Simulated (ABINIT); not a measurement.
# TiO2 (Rutile): G0W0 with ABINIT, start to end

How does a plane-wave GW calculation on TiO2 (Rutile) run from the first input to the gap?

Calculated with ABINIT 10.8.3; LDA and many-body steps on it, plane waves.

**Experimental background.**

- Gap 3.03 eV: direct gap, E perpendicular to c; optical experiment; 1.6 K; bulk crystal (literature value) (quoted in “Shallow Valence Band of Rutile GeO2 and P-type Doping”, 2020, arxiv:2011.08928).

- Gap 3.09 ± 0.06 eV: optical gap from Tauc plot assuming indirect allowed transition; UV/vis diffuse reflectance, Kubelka-Munk and Tauc analysis; film (30 nm ALD shell on quartz particles, grown at 200 C, annealed in air at 500 C; rutile-rich with some anatase) on SiO2 (quartz particles) (“Defect-Mediated Crystallization of the Particulate TiO2 Photocatalyst Grown by Atomic Layer Deposition”, 2024, pmc:11726664).

- Gap 3.28 eV: optical bandgap after anatase to rutile transformation; spectroscopic ellipsometry; film (polycrystalline sol-gel film on Si(100), annealed at high temperature below 800 °C) (“Photocatalytic Performance of Sol-Gel Prepared TiO2 Thin Films Annealed at Various Temperatures”, 2023, pmc:10419699).

- Gap 3.05 eV: band gap; bulk crystal (literature experimental value) (quoted in “Hydrogen related defects in titanium dioxide at the interface to palladium”, 2021, arxiv:2112.05953).

This is a report of a sequence of runs, with most program output left out.

## 1. Starting point

It takes space group P4_2/mnm (No. 136, tetragonal). Conventional cell: a = 4.592 Å, b = 4.592 Å, c = 2.957 Å, α = 90.00°, β = 90.00°, γ = 90.00°. Nearest to Ti lie 6 O at 1.95 to 1.98 Å. Nearest to O lie 3 Ti at 1.95 to 1.98 Å. Farther neighbours and most contacts between anions are not listed.

Structure file:

```cif
data_structure
_symmetry_space_group_name_H-M 'P4_2/mnm'
_symmetry_Int_Tables_number 136
_cell_length_a 4.5922
_cell_length_b 4.5922
_cell_length_c 2.9574
_cell_angle_alpha 90.000
_cell_angle_beta 90.000
_cell_angle_gamma 90.000
_cell_volume 62.37
loop_
_atom_site_label
_atom_site_type_symbol
_atom_site_symmetry_multiplicity
_atom_site_Wyckoff_symbol
_atom_site_fract_x
_atom_site_fract_y
_atom_site_fract_z
_atom_site_occupancy
Ti1 Ti 2 a 0.00000 0.00000 0.00000 1
O1 O 4 f 0.30496 0.30496 0.00000 1
```

The cell and positions come from the Crystallography Open Database and are kept as given unless a step says otherwise.

## 2. Ground state

This step: ABINIT 10.8.3; DFT, LDA, plane waves, norm-conserving pseudopotentials.

The ground-state density comes first.

File run.abi:

```
acell 3*1.0 Angstrom
rprim 
  4.592200000000 0.000000000000 0.000000000000
  0.000000000000 4.592200000000 0.000000000000
  0.000000000000 0.000000000000 2.957400000000
ntypat 2
znucl 22 8
natom 6
typat 1 1 2 2 2 2
xred 
  0.000000000000 0.000000000000 0.000000000000
  0.500000000000 0.500000000000 0.500000000000
  0.304960000000 0.304960000000 0.000000000000
  0.195040000000 0.804960000000 0.500000000000
  0.695040000000 0.695040000000 0.000000000000
  0.804960000000 0.195040000000 0.500000000000
pp_dirpath "pseudos"
pseudos "Ti.upf, O.upf"
ecut 38
ngkpt 4 4 8
nshiftk 1
shiftk 0 0 0
kptopt 1
chksymbreak 0
nband 31
occopt 1
tolvrs 1e-10
nstep 60
prtwf 0
optforces 0
optstress 0
indata_prefix "in"
outdata_prefix "out"
tmpdata_prefix "tmp"
```

Launch:

```console
$ OMP_NUM_THREADS=1 mpirun -n 4 abinit run.abi > log
```

It took 72 s on 4 MPI ranks of Arm Neoverse V1, shared host; peak memory 0.36 GiB; 4.8 min of CPU time.

Numbers from this step:

```yaml
total_energy: -5036.7261 eV
gap: 1.836 eV
k_of_the_valence_top: 0, 0, 0
k_of_the_conduction_bottom: 0, 0, 0
least_direct_gap: 1.836 eV
```

The gap is direct, at Γ.

## 3. Bands along the symmetry lines

The cheap functional maps the bands first; the places of the edges decide which points the dearer methods must see.

File run.abi:

```
acell 3*1.0 Angstrom
rprim 
  4.592200000000 0.000000000000 0.000000000000
  0.000000000000 4.592200000000 0.000000000000
  0.000000000000 0.000000000000 2.957400000000
ntypat 2
znucl 22 8
natom 6
typat 1 1 2 2 2 2
xred 
  0.000000000000 0.000000000000 0.000000000000
  0.500000000000 0.500000000000 0.500000000000
  0.304960000000 0.304960000000 0.000000000000
  0.195040000000 0.804960000000 0.500000000000
  0.695040000000 0.695040000000 0.000000000000
  0.804960000000 0.195040000000 0.500000000000
pp_dirpath "pseudos"
pseudos "Ti.upf, O.upf"
ecut 38
iscf -2
irdden 1
kptopt 0
nkpt 75
kpt 
  0.00000000 0.00000000 0.00000000
  0.00000000 0.06250000 0.00000000
  0.00000000 0.12500000 0.00000000
  0.00000000 0.18750000 0.00000000
  0.00000000 0.25000000 0.00000000
  0.00000000 0.31250000 0.00000000
  0.00000000 0.37500000 0.00000000
  0.00000000 0.43750000 0.00000000
  0.00000000 0.50000000 0.00000000
  0.06250000 0.50000000 0.00000000
  0.12500000 0.50000000 0.00000000
  0.18750000 0.50000000 0.00000000
  0.25000000 0.50000000 0.00000000
  0.31250000 0.50000000 0.00000000
  0.37500000 0.50000000 0.00000000
  0.43750000 0.50000000 0.00000000
  0.50000000 0.50000000 0.00000000
  0.43750000 0.43750000 0.00000000
  0.37500000 0.37500000 0.00000000
  0.31250000 0.31250000 0.00000000
  0.25000000 0.25000000 0.00000000
  0.18750000 0.18750000 0.00000000
  0.12500000 0.12500000 0.00000000
  0.06250000 0.06250000 0.00000000
  0.00000000 0.00000000 0.00000000
  0.00000000 0.00000000 0.06250000
  0.00000000 0.00000000 0.12500000
  0.00000000 0.00000000 0.18750000
  0.00000000 0.00000000 0.25000000
  0.00000000 0.00000000 0.31250000
  0.00000000 0.00000000 0.37500000
  0.00000000 0.00000000 0.43750000
  0.00000000 0.00000000 0.50000000
  0.00000000 0.06250000 0.50000000
  0.00000000 0.12500000 0.50000000
  0.00000000 0.18750000 0.50000000
  0.00000000 0.25000000 0.50000000
  0.00000000 0.31250000 0.50000000
  0.00000000 0.37500000 0.50000000
  0.00000000 0.43750000 0.50000000
  0.00000000 0.50000000 0.50000000
  0.06250000 0.50000000 0.50000000
  0.12500000 0.50000000 0.50000000
  0.18750000 0.50000000 0.50000000
  0.25000000 0.50000000 0.50000000
  0.31250000 0.50000000 0.50000000
  0.37500000 0.50000000 0.50000000
  0.43750000 0.50000000 0.50000000
  0.50000000 0.50000000 0.50000000
  0.43750000 0.43750000 0.50000000
  0.37500000 0.37500000 0.50000000
  0.31250000 0.31250000 0.50000000
  0.25000000 0.25000000 0.50000000
  0.18750000 0.18750000 0.50000000
  0.12500000 0.12500000 0.50000000
  0.06250000 0.06250000 0.50000000
  0.00000000 0.00000000 0.50000000
  0.00000000 0.50000000 0.00000000
  0.00000000 0.50000000 0.06250000
  0.00000000 0.50000000 0.12500000
  0.00000000 0.50000000 0.18750000
  0.00000000 0.50000000 0.25000000
  0.00000000 0.50000000 0.31250000
  0.00000000 0.50000000 0.37500000
  0.00000000 0.50000000 0.43750000
  0.00000000 0.50000000 0.50000000
  0.50000000 0.50000000 0.00000000
  0.50000000 0.50000000 0.06250000
  0.50000000 0.50000000 0.12500000
  0.50000000 0.50000000 0.18750000
  0.50000000 0.50000000 0.25000000
  0.50000000 0.50000000 0.31250000
  0.50000000 0.50000000 0.37500000
  0.50000000 0.50000000 0.43750000
  0.50000000 0.50000000 0.50000000
istwfk *1
nband 31
nbdbuf 2
tolwfr 1e-08
nstep 40
prtwf 0
prtvol 0
indata_prefix "in"
outdata_prefix "out"
tmpdata_prefix "tmp"
```

It took 89 s on 4 MPI ranks; peak memory 0.42 GiB; 6 min of CPU time.

This step gave:

* gap: 1.836 eV
* k of the valence top: 0, 0, 0
* k of the conduction bottom: 0, 0, 0
* least direct gap: 1.836 eV

The gap is 1.836 eV, as in the run before at this level.

Electronic bands along the path, in eV, zero at the top of the highest filled band:

| point | band 21 | band 22 | band 23 | band 24 | band 25 | band 26 | band 27 | band 28 |
| --- | --- | --- | --- | --- | --- | --- | --- | --- |
| Γ | -0.71 | -0.46 | -0.46 | 0.00 | 1.84 | 2.12 | 2.39 | 2.48 |
| halfway | -1.46 | -1.08 | -0.83 | -0.24 | 2.14 | 2.45 | 2.71 | 2.78 |
| X | -1.66 | -1.66 | -0.75 | -0.75 | 2.51 | 2.51 | 3.01 | 3.01 |
| halfway | -1.49 | -1.49 | -1.11 | -1.11 | 2.24 | 2.24 | 2.75 | 2.75 |
| M | -1.32 | -1.32 | -1.08 | -1.08 | 1.88 | 1.88 | 2.51 | 2.51 |
| halfway | -1.76 | -1.15 | -1.14 | -0.41 | 1.91 | 2.49 | 2.55 | 3.02 |
| Γ | -0.71 | -0.46 | -0.46 | 0.00 | 1.84 | 2.12 | 2.39 | 2.48 |
| halfway | -1.80 | -1.51 | -1.51 | -0.48 | 2.20 | 2.53 | 2.82 | 3.13 |
| Z | -2.43 | -2.43 | -1.44 | -1.44 | 2.97 | 2.97 | 3.16 | 3.16 |
| halfway | -1.82 | -1.82 | -1.64 | -1.64 | 2.43 | 2.43 | 3.17 | 3.17 |
| R | -2.08 | -2.08 | -1.05 | -1.05 | 1.86 | 1.86 | 3.19 | 3.19 |
| halfway | -1.55 | -1.55 | -0.89 | -0.89 | 2.13 | 2.13 | 3.20 | 3.20 |
| A | -1.30 | -1.30 | -0.68 | -0.68 | 2.57 | 2.57 | 3.20 | 3.20 |
| halfway | -1.88 | -1.59 | -1.40 | -1.22 | 2.07 | 2.76 | 3.17 | 3.18 |
| Z | -2.43 | -2.43 | -1.44 | -1.44 | 2.97 | 2.97 | 3.16 | 3.16 |
| jump to X | -1.66 | -1.66 | -0.75 | -0.75 | 2.51 | 2.51 | 3.01 | 3.01 |
| halfway | -2.00 | -2.00 | -0.86 | -0.86 | 2.54 | 2.54 | 3.18 | 3.18 |
| R | -2.08 | -2.08 | -1.05 | -1.05 | 1.86 | 1.86 | 3.19 | 3.19 |
| jump to M | -1.32 | -1.32 | -1.08 | -1.08 | 1.88 | 1.88 | 2.51 | 2.51 |
| halfway | -1.82 | -1.82 | -1.37 | -1.37 | 2.67 | 2.67 | 2.86 | 2.86 |
| A | -1.30 | -1.30 | -0.68 | -0.68 | 2.57 | 2.57 | 3.20 | 3.20 |

## 4. Empty states on the mesh, 4×4×4 mesh, 106 bands

The sums over transitions need many empty states on a uniform mesh; this step solves for them.

File run.abi:

```
acell 3*1.0 Angstrom
rprim 
  4.592200000000 0.000000000000 0.000000000000
  0.000000000000 4.592200000000 0.000000000000
  0.000000000000 0.000000000000 2.957400000000
ntypat 2
znucl 22 8
natom 6
typat 1 1 2 2 2 2
xred 
  0.000000000000 0.000000000000 0.000000000000
  0.500000000000 0.500000000000 0.500000000000
  0.304960000000 0.304960000000 0.000000000000
  0.195040000000 0.804960000000 0.500000000000
  0.695040000000 0.695040000000 0.000000000000
  0.804960000000 0.195040000000 0.500000000000
pp_dirpath "pseudos"
pseudos "Ti.upf, O.upf"
ecut 38
ngkpt 4 4 4
nshiftk 1
shiftk 0 0 0
kptopt 1
chksymbreak 0
iscf -2
irdden 1
istwfk *1
nband 106
nbdbuf 8
tolwfr 1e-09
nstep 60
prtvol 0
indata_prefix "in"
outdata_prefix "out"
tmpdata_prefix "tmp"
```

Wall time 72 s (4 MPI ranks); peak memory 0.42 GiB; 4.8 min of CPU time.

This step gave:

```yaml
gap: 1.836 eV
k_of_the_valence_top: 0, 0, 0
k_of_the_conduction_bottom: 0, 0, 0
least_direct_gap: 1.836 eV
k_points_computed: 18
lowest_point_of_the_top_converged_band_above_the_valence_top: 52.7384 eV
```

On this mesh the gap is 1.836 eV.

## 5. Screening, 4×4×4 mesh, 98 bands, screening to 130.6 eV

The RPA dielectric matrix is built and inverted for each q.

This step: RPA screening on LDA, plane waves, norm-conserving pseudopotentials.

run.abi: that of step 4 with these lines changed.

```diff
@@ -24,10 +24,11 @@
 chksymbreak 0
-iscf -2
-irdden 1
 istwfk *1
-nband 106
-nbdbuf 8
-tolwfr 1e-09
-nstep 60
-prtvol 0
+occopt 1
+irdwfk 1
+optdriver 3
+nband 98
+ecuteps 4.8
+inclvkb 2
+awtr 1
+symchi 1
 indata_prefix "in"
```

It took 3 min on 4 MPI ranks; peak memory 2.1 GiB; 12 min of CPU time.

This step gave:

```yaml
eps_infinity_with_local_fields_on_this_mesh_along_the_program_s_q_direction: 8.926
the_same_without_local_fields: 9.331
plasma_frequency: 32.58 eV
plane_waves_in_the_screening_matrix: 201
```

Local fields lower ε∞ by 4 %. On a Γ-centred mesh this coarse the value itself is usually too large, while a short band sum pulls it down.

## 6. Self-energy, 4×4×4 mesh, 98 bands, screening to 130.6 eV

The self-energy is evaluated for the states that the input lists, and the levels follow from it, in one-shot runs by the linearised quasiparticle equation.

This step: G0W0 on LDA, plane waves, norm-conserving pseudopotentials.

run.abi: that of step 5 with these lines changed.

```diff
@@ -27,8 +27,15 @@
 irdwfk 1
-optdriver 3
+optdriver 4
 nband 98
+gwcalctyp 0
+ecutsigx 38
+symsigma 1
+nkptgw 1
+kptgw 
+  0.0000000000 0.0000000000 0.0000000000
+bdgw 
+  22 26
 ecuteps 4.8
-inclvkb 2
-awtr 1
-symchi 1
+irdscr 1
+ppmodel 1
 indata_prefix "in"
```

Run time: 8.4 s. Hardware: 4 MPI ranks; peak memory 1.2 GiB.

This step gave:

```
G0W0 gap on the points computed              : 3.439 eV
starting gap on the mesh                     : 1.836 eV
k of the valence top                         : 0, 0, 0
k of the conduction bottom                   : 0, 0, 0
Z at the valence top                         : 0.764
Z at the conduction bottom                   : 0.78
least direct G0W0 gap on the computed points : 3.439 eV
```

The gap on the mesh goes from 1.84 eV to 3.44 eV, a correction of +1.60 eV.

Limits: finite bands, cutoff and mesh; coarse k mesh. v1 is the top filled band, c1 the lowest empty one. The levels before and after the correction (eV, zero at the valence-band top of each column):

|  | conduction bottom | valence top |
| --- | --- | --- |
| Kohn-Sham | 1.84 | 0.00 |
| G0W0 | 3.44 | 0.00 |

|  | level | energy (eV) |
| --- | --- | --- |
| Kohn-Sham | Γ v3-v2 | -0.458 |
| Kohn-Sham | Γ v1 | 0.000 |
| Kohn-Sham | Γ c1 | 1.836 |
| Kohn-Sham | Γ c2 | 2.119 |
| G0W0 | Γ v3-v2 | -0.491 |
| G0W0 | Γ v1 | 0.000 |
| G0W0 | Γ c1 | 3.439 |
| G0W0 | Γ c2 | 3.644 |

## 7. Where the time went

Times are wall times on 4 MPI ranks of Arm Neoverse V1, shared host, good to a factor of about two.

| step | time | share | memory (GiB) |
| --- | --- | --- | --- |
| ground state | 72 s | 17 % | 0.36 |
| bands along the symmetry lines | 89 s | 21 % | 0.42 |
| empty states on the mesh | 72 s | 17 % | 0.42 |
| screening | 3 min | 43 % | 2.1 |
| self-energy | 8.4 s | 2 % | 1.2 |

## 8. What came out

```
LDA gap              : 1.84 eV, direct
G0W0 gap on the mesh : 3.44 eV
GW settings          : 4×4×4 mesh, 98 bands, screening to 130.6 eV, Godby-Needs plasmon pole
known limits         : not at the basis limit; coarse k mesh
```

G0W0 moves the gap on the mesh from 1.84 eV to 3.44 eV (+1.60 eV), with Z of 0.76 and 0.78 at the edges. Local fields lower the RPA ε∞ on this mesh from 9.33 to 8.93; a Γ-centred mesh this coarse tends to raise both, most where the direct gap is narrow, while a short band sum lowers them. Only 1 of the mesh's irreducible points was corrected, so a valley elsewhere could overtake. The dearest step here is «screening». Against experiment, by G0W0@LDA: the direct gap of 3.44 eV lies +0.41 eV from the measured 3.03 eV (direct, 1.6 K, quoted 2020); the gap of 3.44 eV lies +0.35 eV from the measured 3.09 ± 0.06 eV (indirect, on SiO2 (quartz particles), 2024); the gap of 3.44 eV lies +0.16 eV from the measured 3.28 eV (optical, 2023); the gap of 3.44 eV lies +0.39 eV from the measured 3.05 eV (kind not stated, quoted 2021). An exciton line or allowed optical edge lies below the quasiparticle gap by the binding energy; a forbidden edge can push the onset above it. The calculation has static nuclei and no excitons; a measured gap holds zero-point and thermal motion, which mostly lowers it. Bands and cutoff are finite, so the gap is not at the basis limit. The miss can reach some tenths of an eV and take either sign; the mesh is an error of its own. In the G0W0 run levels were corrected at 1 k point alone, so a gap called «on the mesh» is the least over those, and an edge elsewhere would be missed. The 4×4×4 mesh is coarse for this cell, which bears on the long-range parts of exchange and screening.

[Paths, hosts, dates, memory and timing lines, banners, echoed tables and standing remarks are left out of the program output.]

[Logs are printed without paths, hosts, clocks, repeated set-up lines and the standing remarks that a program may print on its own settings, such as how far it seeks lower states.]

[Runs of the session that timed out or met a known fault of the program may be left out.]

[Hosts, paths, dates, database ids (printed as entryN), source tags and the programs' standing remarks are cut or masked in the printed files.]

[G0W0 gaps are taken among the corrected bands and points alone; a level outside them can change the order at an edge.]

[Where Ansatz stands beside ABINIT at settings called matched, ABINIT's density can come from a denser mesh and the files from another edition; pairs whose starting gaps differed by over 0.03 eV were left out, so agreement reads better than it is.]
